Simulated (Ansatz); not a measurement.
# Sensitivity of the G0W0 gap of Diamond (Fd-3m, 2 atoms a cell)

Aim: change settings of a G0W0 run on Diamond (Fd-3m, 2 atoms a cell) and see what moves.

Calculated with Ansatz 0.2.0; G0W0 on PBE, plane waves, PAW; PAW set soft_1.

## (1) The starting structure

The structure is cubic, space group Fd-3m (No. 227). Conventional cell: a = 3.567 Å, b = 3.567 Å, c = 3.567 Å, α = 90.00°, β = 90.00°, γ = 90.00°. C has 4 C at 1.54 Å nearest.

The cell and positions come from the Crystallography Open Database and are kept as given unless a step says otherwise.

## (2) The base run: 8×8×8 mesh, 25 empty bands, screening to 100 eV, PAW set soft_1 files

Now the one-shot GW correction: screening in the RPA, then the self-energy of the levels asked for. This step takes PAW set soft_1 files.

File input.yaml:

```yaml
crystal:
  lattice:
    - [0.0, 1.78337, 1.78337]
    - [1.78337, 0.0, 1.78337]
    - [1.78337, 1.78337, 0.0]
  atoms:
    - { symbol: C, position: [0.0, 0.0, 0.0] }
    - { symbol: C, position: [0.25, 0.25, 0.25] }
kpoints:
  mp_grid: { grid: [8, 8, 8] }
hamiltonian:
  xc: pbe
  pseudopotentials: { kind: paw, azcp: { folder: soft_1 } }
scf:
  occupations: { method: fixed }
gw:
  n_empty_bands: 25
  ecut_chi: 100
  qp_bands: [v2, c2]
  qp_kpoints: band_edges
  screening: { model: contour_deformation }
```

Command:

```console
$ ansatz run input.yaml --threads 3 --pin off --max-ram 92160MiB --backend cuda --events-out ev --progress --plain --runs-dir out --devices 1 --max-vram 13GiB
```

Numbers of over 12 decimals in the logs are rounded to 6 here.

The log of the run:

```text
GPUs: using 1 of 1 available (devices: 1).
Engine: ansatz 0.2.0, x86_64-unknown-linux-gnu
Pseudopotentials: kind: paw
Pseudopotential: C, paw, valence charge 4, recommended cutoff 420 eV (normal), soft_1/C.paw.azcp
Functional definition: PBE
  parameter kappa = 0.804
  parameter beta = 0.066725
  exchange = pbe_x(kappa = kappa, mu = beta*pi^2/3)
  correlation = pbe_c(beta = beta)
device memory: the entry about to start is reckoned to put 0.3 GiB on a device that reports 52.9 GiB free (of which the cap on the GPU budget leaves the run 13.0 GiB)
GPU FFT provider: cuFFT
GPU libraries: cuBLAS 13.8.2, cuFFT 12.4.0, cuSOLVER 12.3.4
Crystal: 2 atoms, lattice volume = 11.344 Å³
Basis set: ecut = 420 eV, 229 PW (Γ)
Bands: 8, of which v1, the nominal top of the filled ones, is band 4 counted from 1 (3 counted from 0)
Symmetry: 48 space group operations
Space group: Fd-3m (ITA 227), of the structure as read, at distance tolerance 2.2e-5 Å
k-points: 29 of 512
Non-local potential: C, projectors of the file, l = 0: 2, l = 1: 2, l = 2: 1
PAW form: soft (Blöchl's): semilocal exchange-correlation on the pseudo side does not see the compensation charge
PAW one-centre angular grid: C, 110 points (default); XC on 64 Gauss nodes
Initial density: superposition of atomic densities (chi_scale 0.1, normalization cell)
Initial wavefunctions: pseudopotential atomic-orbital guess
GPU buffer pool allocated for 5832 grid points (all kernels)
GPU transforms: local potential and band sums: pruned to the plane-wave sphere, on 18×18×18
Functional: x = pbe(κ = 0.804, μ = 0.219515), c = pbe(β = 0.066725)
SCF iter   1: F=—  HF=-502.167542 eV  |F-HF|=—  |Δ(HF+E_count)|=         —  Δρ=1.39e-1  dr2=1.54e0  ethr=3.10e-3  ⟨swp⟩=4.0  Hψ=1373  notcnv=0  defer=47
preconditioner: auto → none  [insulator: Δε(μ)=4.822 eV  Ē_g=19.616 eV  n_scr=0 (ndim 8)  ℏωp=31.2 eV  f_vac=0.000  ε∞_Penn≈3.5]
SCF iter   2: F=—  HF=-501.665307 eV  |F-HF|=—  |Δ(HF+E_count)|=   5.02e-1  Δρ=5.56e-2  dr2=2.18e-1  ethr=3.10e-3  ⟨swp⟩=2.7  Hψ=635  notcnv=0  defer=42
SCF iter   3: F=—  HF=-501.613143 eV  |F-HF|=—  |Δ(HF+E_count)|=   5.22e-2  Δρ=5.96e-3  dr2=1.30e-3  ethr=2.72e-3  ⟨swp⟩=3.0  Hψ=414  notcnv=0  defer=50
SCF iter   4: F=—  HF=-501.613647 eV  |F-HF|=—  |Δ(HF+E_count)|=   5.04e-4  Δρ=2.75e-4  dr2=3.61e-6  ethr=1.62e-5  ⟨swp⟩=2.9  Hψ=355  notcnv=0  defer=56
SCF iter   5: F=-501.613649 eV  HF=-501.613649 eV  |F-HF|=6.66e-8  |Δ(HF+E_count)|=   2.09e-6  Δρ=3.58e-5  dr2=3.50e-8  ethr=1.25e-9  ⟨swp⟩=5.0  Hψ=1115  notcnv=0
SCF 1 converged in 5 iterations: F = -501.613649 eV  dr2 = 3.50e-8
[...]
device memory: the entry about to start is reckoned to put 0.4 GiB on a device that reports 51.8 GiB free (of which the cap on the GPU budget leaves the run 13.0 GiB)
[...]
E_nonlocal   = 45.822306
  E_hartree    = 26.465699
  E_xc         = -95.426043
  E_vxc        = -117.854629  (∫ρ·V_xc dr)
  E_paw        = -199.909389  (= ΣΔE_a)
  E_vpaw       = -15.356133  (= ΣTr[D̂ρ^β])
  E_aug_tail   = 0.000043  (compensation charges beyond the density's cutoff)
  E_ewald      = -347.961363
  E_smearing   = -0.000000  (= −TS)
  E_closure    = 0.000000  (closes the sum)
  Σ components = -501.613649   (vs F -501.613649, Δ=0.00e0)
--- Band table (eV; the first three rows and the last of 29) ---
  k-point 0: bands = ["-8.1402", "13.3475", "13.3475", "13.3475", "18.9397", "18.9397", "18.9397", "26.5977"]
  k-point 1: bands = ["-7.7079", "10.9318", "12.6943", "12.6943", "19.7965", "19.7965", "20.2203", "26.9709"]
  k-point 2: bands = ["-6.4242", "6.7537", "11.5977", "11.5977", "21.1373", "21.1373", "21.4784", "27.9260"]
  k-point 28: bands = ["1.3678", "1.3678", "5.0186", "5.0186", "23.9675", "23.9675", "25.6379", "25.6379"]
--- G₀W₀: contour deformation, 6 samples at zero and on the imaginary axis and 2 off it, 512 q-points, 25 empty bands' worth ---
  eigenvalues of the whole cell's RPA ε∞ on this k-mesh (on a slab, of 1 + 4πα/V) = 5.7702, 5.7702, 5.7702; static W/v taken at q = 0 is 0.173305
  bands read: the sum over 29 bands ends inside a degenerate multiplet in 4 slots, whose members it reads at an even weight; the widest, k=2: bands 29 to 30 (counted from 1) at 1/2 each
  gw.qp_kpoints: band_edges: 12 of 29 stored k-points solved, in 1 pass; an edge of the gap read off the rows below is read off those points alone
    valence top: of the k-points left out ik 11 came nearest to being solved in a further pass, in band 4 (counted from 1, as in the quasiparticle table): it holds the edge there only if its correction is more favourable than any solved in that band by at least 0.760 eV; those differ by 0.658 eV
    conduction bottom: of the k-points left out ik 18 came nearest to being solved in a further pass, in band 5 (counted from 1, as in the quasiparticle table): it holds the edge there only if its correction is more favourable than any solved in that band by at least 0.775 eV; those differ by 0.667 eV
    ik  band        ε_KS         Σx   Σc(E_QP)       V_xc       Z   E_QP_lin       E_QP  E_QP is
     0     3     13.3475   -20.0923     2.1255   -17.7677  0.8307    13.1482    13.1484  root
     0     4     13.3475   -20.0923     2.1255   -17.7677  0.8307    13.1482    13.1484  root
     0     5     18.9397   -10.2647    -4.7292   -16.3866  0.8312    20.3409    20.3324  root
     0     6     18.9397   -10.2647    -4.7292   -16.3866  0.8312    20.3409    20.3324  root
     1     3     12.6943   -20.0846     2.2703   -17.5688  0.8289    12.4485    12.4488  root
     1     4     12.6943   -20.0846     2.2703   -17.5688  0.8289    12.4485    12.4488  root
     1     5     19.7965   -10.1919    -4.9589   -16.5994  0.8281    21.2553    21.2451  root
     1     6     19.7965   -10.1919    -4.9589   -16.5994  0.8281    21.2553    21.2451  root
[...]
28     3      5.0186   -20.7255     4.4186   -15.4497  0.7906     4.1544     4.1615  root
    28     4      5.0186   -20.7255     4.4186   -15.4497  0.7906     4.1544     4.1615  root
    28     5     23.9675    -7.7279    -5.9121   -14.8953  0.8205    25.2344    25.2229  root
    28     6     23.9675    -7.7279    -5.9121   -14.8953  0.8205    25.2344    25.2229  root
[key lines of the parts left out:]
SCF converged after 5 iterations
Free energy (F): -501.613649 eV
Fermi energy:    13.347481 eV
```

Run time: 13 s. Hardware: 1 × NVIDIA H100 80GB HBM3 (shared by 6 runs) with 3 threads of AMD EPYC 7R13 (Zen 3), shared host; peak memory 0.96 GiB.

The column dr2 measures how far the density is from self-consistency, as an energy; F and HF (Harris–Foulkes) agree once it is small.

Numbers from this step:

- bands summed: 29
- RPA ε∞ on this mesh (eigenvalues): 5.770, 5.770, 5.770
- plane waves in the screening matrix: 27
- q-points in the mesh: 512
- G0W0 gap on the mesh: 5.262 eV
- k of the valence top: 0, 0, 0
- k of the conduction bottom: 0, 0.375, 0.375
- starting gap on the mesh: 4.141 eV
- Z at the valence top: 0.8307
- Z at the conduction bottom: 0.8416
- least direct G0W0 gap on the computed points: 7.184 eV

The gap on the mesh goes from 4.14 eV to 5.26 eV, a correction of +1.12 eV. Between the two edge states, bare exchange in place of the xc potential would open the gap by 7.80 eV, and correlation takes back 6.68 eV.

## (3) Variant: guard bands

input.yaml, as its differences from that of step 2:

```diff
@@ -16,4 +16,4 @@
 gw:
-  n_empty_bands: 25
-  ecut_chi: 100
+  n_empty_bands: 18
+  ecut_chi: 80
   qp_bands: [v2, c2]
@@ -21 +21,2 @@
   screening: { model: contour_deformation }
+  n_guard_bands: 12
```

The log of the run:

```text
GPUs: using 1 of 1 available (devices: 1).
[...]
GPU FFT provider: cuFFT
GPU libraries: cuBLAS 13.8.2, cuFFT 12.4.0, cuSOLVER 12.3.4
Crystal: 2 atoms, lattice volume = 11.344 Å³
Basis set: ecut = 420 eV, 229 PW (Γ)
Bands: 8, of which v1, the nominal top of the filled ones, is band 4 counted from 1 (3 counted from 0)
Symmetry: 48 space group operations
[...]
k-points: 29 of 512
[...]
GPU buffer pool allocated for 5832 grid points (all kernels)
[...]
SCF iter   1: F=—  HF=-502.167542 eV  |F-HF|=—  |Δ(HF+E_count)|=         —  Δρ=1.39e-1  dr2=1.54e0  ethr=3.10e-3  ⟨swp⟩=4.0  Hψ=1373  notcnv=0  defer=47
[...]
SCF iter   5: F=-501.613649 eV  HF=-501.613649 eV  |F-HF|=6.66e-8  |Δ(HF+E_count)|=   2.09e-6  Δρ=3.58e-5  dr2=3.50e-8  ethr=1.25e-9  ⟨swp⟩=5.0  Hψ=1115  notcnv=0
SCF 1 converged in 5 iterations: F = -501.613649 eV  dr2 = 3.50e-8
[...]
0     3     13.3475   -20.0923     2.3857   -17.7677  0.8327    13.4085    13.4086  root
     0     4     13.3475   -20.0923     2.3857   -17.7677  0.8327    13.4085    13.4086  root
     0     5     18.9397   -10.2647    -4.5249   -16.3866  0.8338    20.5481    20.5367  root
     0     6     18.9397   -10.2647    -4.5249   -16.3866  0.8338    20.5481    20.5367  root
     1     3     12.6943   -20.0846     2.5209   -17.5688  0.8308    12.6993    12.6993  root
     1     4     12.6943   -20.0846     2.5209   -17.5688  0.8308    12.6993    12.6993  root
     1     5     19.7965   -10.1919    -4.7427   -16.5994  0.8308    21.4749    21.4613  root
     1     6     19.7965   -10.1919    -4.7427   -16.5994  0.8308    21.4749    21.4613  root
[...]
28     3      5.0186   -20.7255     4.5869   -15.4497  0.7909     4.3253     4.3298  root
    28     4      5.0186   -20.7255     4.5869   -15.4497  0.7909     4.3253     4.3298  root
    28     5     23.9675    -7.7279    -5.6956   -14.8953  0.8227    25.4557    25.4394  root
    28     6     23.9675    -7.7279    -5.6956   -14.8953  0.8227    25.4557    25.4394  root
[key lines of the parts left out:]
SCF converged after 5 iterations
Free energy (F): -501.613649 eV
Fermi energy:    13.347481 eV
```

The job ended after 9.8 s (1 × NVIDIA H100 80GB HBM3 (shared by 6 runs) with 3 threads; peak memory 0.96 GiB; 12 s of CPU time).

The G0W0 gap on the mesh is 5.164 eV.

Against the base:

| setting | base | variant |
| --- | --- | --- |
| empty bands | 25 | 18 |
| screening cutoff (eV) | 100 | 80 |
| n guard bands | - | 12 |

| quantity | variant | base |
| --- | --- | --- |
| starting gap on the mesh | 4.141 | 4.141 |
| G0W0 gap on the mesh | 5.164 | 5.262 |
| least direct G0W0 gap on the computed points | 7.128 | 7.184 |
| Z at the valence top | 0.833 | 0.831 |
| Z at the conduction bottom | 0.844 | 0.842 |

## (4) Variant: wavefunction cutoff

input.yaml, as its differences from that of step 3:

```diff
@@ -16,4 +16,4 @@
 gw:
-  n_empty_bands: 18
-  ecut_chi: 80
+  n_empty_bands: 25
+  ecut_chi: 100
   qp_bands: [v2, c2]
@@ -21,2 +21,3 @@
   screening: { model: contour_deformation }
-  n_guard_bands: 12
+basis:
+  ecutwfc: 700
```

The log of the run:

```text
GPUs: using 1 of 1 available (devices: 1).
[...]
GPU FFT provider: cuFFT
GPU libraries: cuBLAS 13.8.2, cuFFT 12.4.0, cuSOLVER 12.3.4
Crystal: 2 atoms, lattice volume = 11.344 Å³
Basis set: ecut = 700 eV, 531 PW (Γ)
Bands: 8, of which v1, the nominal top of the filled ones, is band 4 counted from 1 (3 counted from 0)
Symmetry: 48 space group operations
[...]
k-points: 29 of 512
[...]
GPU buffer pool allocated for 13824 grid points (all kernels)
[...]
SCF iter   1: F=—  HF=-502.172004 eV  |F-HF|=—  |Δ(HF+E_count)|=         —  Δρ=1.39e-1  dr2=1.55e0  ethr=3.10e-3  ⟨swp⟩=4.0  Hψ=1375  notcnv=0  defer=45
[...]
SCF iter   5: F=-501.617928 eV  HF=-501.617928 eV  |F-HF|=6.82e-8  |Δ(HF+E_count)|=   2.06e-6  Δρ=3.67e-5  dr2=3.58e-8  ethr=1.25e-9  ⟨swp⟩=4.9  Hψ=1103  notcnv=0
SCF 1 converged in 5 iterations: F = -501.617928 eV  dr2 = 3.58e-8
[...]
G₀W₀ screening: q 1/29
[...]
0     3     13.3458   -20.0940     2.1249   -17.7709  0.8307    13.1474    13.1476  root
     0     4     13.3458   -20.0940     2.1249   -17.7709  0.8307    13.1474    13.1476  root
     0     5     18.9398   -10.2646    -4.7296   -16.3861  0.8312    20.3402    20.3317  root
     0     6     18.9398   -10.2646    -4.7296   -16.3861  0.8312    20.3402    20.3317  root
     1     3     12.6930   -20.0861     2.2697   -17.5715  0.8289    12.4480    12.4482  root
     1     4     12.6930   -20.0861     2.2697   -17.5715  0.8289    12.4480    12.4482  root
     1     5     19.7964   -10.1923    -4.9595   -16.5997  0.8281    21.2546    21.2444  root
     1     6     19.7964   -10.1923    -4.9595   -16.5997  0.8281    21.2546    21.2444  root
[...]
28     3      5.0186   -20.7257     4.4184   -15.4499  0.7906     4.1542     4.1612  root
    28     4      5.0186   -20.7257     4.4184   -15.4499  0.7906     4.1542     4.1612  root
    28     5     23.9670    -7.7284    -5.9124   -14.8959  0.8205    25.2337    25.2222  root
    28     6     23.9670    -7.7284    -5.9124   -14.8959  0.8205    25.2337    25.2222  root
[key lines of the parts left out:]
SCF converged after 5 iterations
Free energy (F): -501.617928 eV
Fermi energy:    13.345807 eV
```

Elapsed: 14 s, on 1 × NVIDIA H100 80GB HBM3 (shared by 6 runs) with 3 threads; peak memory 0.96 GiB.

The G0W0 gap on the mesh is 5.263 eV.

Against the base:

| setting | base | variant |
| --- | --- | --- |
| typed cutoff | - | 700 |

| quantity | variant | base |
| --- | --- | --- |
| starting gap on the mesh | 4.142 | 4.141 |
| G0W0 gap on the mesh | 5.263 | 5.262 |
| least direct G0W0 gap on the computed points | 7.184 | 7.184 |
| Z at the valence top | 0.831 | 0.831 |
| Z at the conduction bottom | 0.842 | 0.842 |

## (5) Variant: accuracy level

input.yaml, as its differences from that of step 4:

```diff
@@ -21,3 +21,2 @@
   screening: { model: contour_deformation }
-basis:
-  ecutwfc: 700
+accuracy: low
```

The log of the run:

```text
settings of this run that can trade accuracy for cost: accuracy: low. Do not mix this run's numbers with those of runs without the same settings; the input reference describes each key
GPUs: using 1 of 1 available (devices: 1).
[...]
GPU FFT provider: cuFFT
GPU libraries: cuBLAS 13.8.2, cuFFT 12.4.0, cuSOLVER 12.3.4
Crystal: 2 atoms, lattice volume = 11.344 Å³
Basis set: ecut = 420 eV, 229 PW (Γ)
Bands: 8, of which v1, the nominal top of the filled ones, is band 4 counted from 1 (3 counted from 0)
Symmetry: 48 space group operations
[...]
k-points: 29 of 512
[...]
GPU buffer pool allocated for 5832 grid points (all kernels)
[...]
SCF iter   1: F=—  HF=-502.167542 eV  |F-HF|=—  |Δ(HF+E_count)|=         —  Δρ=1.39e-1  dr2=1.54e0  ethr=3.10e-3  ⟨swp⟩=4.0  Hψ=1373  notcnv=0  defer=47
[...]
0     3     13.3475   -20.0923     2.1261   -17.7677  0.8307    13.1488    13.1489  root
     0     4     13.3475   -20.0923     2.1261   -17.7677  0.8307    13.1488    13.1489  root
     0     5     18.9397   -10.2647    -4.7289   -16.3866  0.8312    20.3412    20.3327  root
     0     6     18.9397   -10.2647    -4.7289   -16.3866  0.8312    20.3412    20.3327  root
     1     3     12.6943   -20.0846     2.2709   -17.5688  0.8289    12.4491    12.4493  root
     1     4     12.6943   -20.0846     2.2709   -17.5688  0.8289    12.4491    12.4493  root
     1     5     19.7965   -10.1919    -4.9587   -16.5994  0.8281    21.2556    21.2454  root
     1     6     19.7965   -10.1919    -4.9587   -16.5994  0.8281    21.2556    21.2454  root
[...]
28     3      5.0186   -20.7255     4.4192   -15.4497  0.7906     4.1547     4.1620  root
    28     4      5.0186   -20.7255     4.4192   -15.4497  0.7906     4.1547     4.1620  root
    28     5     23.9675    -7.7279    -5.9117   -14.8953  0.8206    25.2348    25.2233  root
    28     6     23.9675    -7.7279    -5.9117   -14.8953  0.8206    25.2348    25.2233  root
[key lines of the parts left out:]
SCF converged after 5 iterations
Free energy (F): -501.613649 eV
Fermi energy:    13.347481 eV
```

The job ended after 9.7 s (1 × NVIDIA H100 80GB HBM3 (shared by 6 runs) with 3 threads; peak memory 0.96 GiB; 11 s of CPU time).

The G0W0 gap on the mesh is 5.262 eV.

Against the base:

| setting | base | variant |
| --- | --- | --- |
| accuracy | - | low |

| quantity | variant | base |
| --- | --- | --- |
| starting gap on the mesh | 4.141 | 4.141 |
| G0W0 gap on the mesh | 5.262 | 5.262 |
| least direct G0W0 gap on the computed points | 7.184 | 7.184 |
| Z at the valence top | 0.831 | 0.831 |
| Z at the conduction bottom | 0.842 | 0.842 |

## (6) Summary of results

```yaml
base: 5.26 eV, 13 s
guard_bands: 5.16 eV, 9.8 s
wavefunction_cutoff: 5.26 eV, 14 s
accuracy_level: 5.26 eV, 9.7 s
```

Guard bands: the gap moves by −0.10 eV. The variant differs from the base in empty bands, screening cutoff and n guard bands together, so the change can't be laid to one of them. Wavefunction cutoff: the gap moves by +0.001 eV (the plane-wave cutoff goes from 420 to 700 eV). Accuracy level: the gap moves by −0.0002 eV. All runs here use a coarse mesh and modest cutoffs; they test settings and are not final values.

[Paths, hosts, dates, memory and timing lines, banners, echoed tables and standing remarks are left out of the program output.]

[Logs are printed without paths, hosts, clocks, repeated set-up lines and the standing remarks that a program may print on its own settings, such as how far it seeks lower states.]

[Runs of the session that timed out or met a known fault of the program may be left out.]

[Cells called generated may have been cut or substituted from an entry of the Crystallography Open Database or the Materials Project.]

[Hosts, paths, dates, database ids (printed as entryN), source tags and the programs' standing remarks are cut or masked in the printed files.]
